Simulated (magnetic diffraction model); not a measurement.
## Solving a magnetic structure from powder neutron data: Mn₆BiMo₆

Space group P6/mmm (no. 191), a = 5.3020 Å, c = 8.6190 Å.

```
site  atom    x    y       z
  1a    Bi    0    0       0
  2c    Mo  2/3  1/3       0
  2d    Mo  2/3  1/3     1/2
  2e    Mo    0    0  0.3306
  6i    Mn    0  1/2  0.2458
```

The compound is invented for this exercise: a known structure type with other elements, its cell scaled to their sizes and not relaxed.

Only Mn is taken to order (form factors of Mn2+); orders and moment sizes are assumed, and not adapted to the symmetry. Radiation: neutrons of λ = 2.567 Å, 3° to 80°; isotropic B of 0.2 Å² (Bi), 0.27 Å² (Mo) and 0.35 Å² (Mn). The intensities are simulated: I ∝ L Σ (|F_N|² + |F_M⊥|²) for unpolarised neutrons, with F_M = 2.695 fm/μB × Σ f(s) S exp(2πi Q·r) exp(−B s²) at Q = H ± k (one set where k and −k are equivalent), only the part normal to Q counting and L = 1/(sin²θ cos θ). For collinear order S is the moment m, which repeats by lattice and centring translations R with the sign exp(−2πi k·R). Form factors are spin-only for 3d ions and dipole or tabulated for f ions, scattering lengths are Sears's of 1992, and absorption is left out. A label names one of the reflections at its angle. The strongest nuclear line in the range is 100, and lines under 0.2 are left out.

Above the ordering temperature:

```
2θ (°)    index      I
 17.13  (0 0 1)    0.2
 32.46  (1 0 0)   22.4
 34.66  (0 0 2)   66.1
 36.93  (1 0 1)    0.7
 48.22  (1 0 2)   32.3
 53.07  (0 0 3)    6.8
 57.91  (1 1 0)  100.0
 60.87  (1 1 1)    0.3
 63.60  (1 0 3)   25.0
 67.98  (2 0 0)    4.7
 69.28  (1 1 2)   21.1
 73.12  (0 0 4)    0.4
 78.61  (2 0 2)    4.3
```

Below it (cell unchanged):

```
2θ (°)      I
 16.07   21.3
 17.13    0.2
 28.02    3.8
 32.46   22.4
 34.66   66.1
 36.93    0.7
 38.41   20.6
 43.40    1.6
 45.14    2.8
 48.22   32.3
 49.58    1.5
 53.07    6.8
 56.69    2.3
 57.91  100.0
 60.52    5.0
 60.87    0.3
 61.90    3.3
 63.60   25.0
 67.98    4.7
 69.28   21.1
 71.66    6.6
 73.12    0.4
 75.07    0.2
 75.44    3.4
 78.61    4.3
 79.66    1.6
```

**Question.** Check that the new lines index with k = (1/2 0 0), then choose among these models:
A. collinear moments along [120], 2.35 μB on Mn; signs + at (0, 1/2, 0.2458), + at (1/2, 1/2, 0.2458), + at (1/2, 0, 0.2458), + at (0, 1/2, 0.7542), + at (1/2, 1/2, 0.7542), + at (1/2, 0, 0.7542)
B. collinear moments along [100], 2.35 μB on Mn; signs + at (0, 1/2, 0.2458), + at (1/2, 1/2, 0.2458), + at (1/2, 0, 0.2458), + at (0, 1/2, 0.7542), + at (1/2, 1/2, 0.7542), + at (1/2, 0, 0.7542)
C. collinear moments along [100], 2.35 μB on Mn; signs + at (0, 1/2, 0.2458), − at (1/2, 1/2, 0.2458), − at (1/2, 0, 0.2458), − at (0, 1/2, 0.7542), + at (1/2, 1/2, 0.7542), + at (1/2, 0, 0.7542)
D. collinear moments along [120], 2.35 μB on Mn; signs + at (0, 1/2, 0.2458), − at (1/2, 1/2, 0.2458), − at (1/2, 0, 0.2458), − at (0, 1/2, 0.7542), + at (1/2, 1/2, 0.7542), + at (1/2, 0, 0.7542)

The new lines index as (1/2 0 0) at 16.07°, (1/2 -1 0) at 28.02°, (1/2 0 2) at 38.41° and (1/2 1 0) at 43.40°, that is as H ± k with k = (1/2 0 0), one of 3 inequivalent arms of its star (k and −k counted as one), which a powder can't tell apart. Half indices mean that the moments reverse under translations with k·R a half-integer, and the magnetic cell has twice the primitive volume.

Magnetic intensity, observed (below minus above) and for each model:

| 2θ (°) | index | observed | A | B | C | D |
| --- | --- | --- | --- | --- | --- | --- |
| 16.07 | (1/2 0 0) | 21.3 | 63.9 | 21.3 | <0.2 | <0.2 |
| 23.57 | (1/2 0 1) | <0.2 | <0.2 | <0.2 | 48.5 | 66.0 |
| 33.02 | (1/2 -1 1) | <0.2 | <0.2 | <0.2 | 5.7 | 3.1 |
| 38.41 | (1/2 0 2) | 20.6 | 22.8 | 20.6 | <0.2 | <0.2 |
| 52.84 | (3/2 0 1) | <0.2 | <0.2 | <0.2 | 3.4 | 8.0 |
| 55.82 | (1/2 0 3) | <0.2 | <0.2 | <0.2 | 8.2 | 8.6 |
| 63.40 | (3/2 -2 1) | <0.2 | <0.2 | <0.2 | 8.9 | 4.2 |
| 71.66 | (3/2 -2 2) | 6.6 | 4.0 | 6.6 | <0.2 | <0.2 |

Model B matches.

The structure used: k = (1/2 0 0), collinear moments along [100], 2.35 μB on Mn; signs + at (0, 1/2, 0.2458), + at (1/2, 1/2, 0.2458), + at (1/2, 0, 0.2458), + at (0, 1/2, 0.7542), + at (1/2, 1/2, 0.7542), + at (1/2, 0, 0.7542).

[Logs are printed without paths, hosts, clocks, repeated set-up lines and the standing remarks that a program may print on its own settings, such as how far it seeks lower states.]
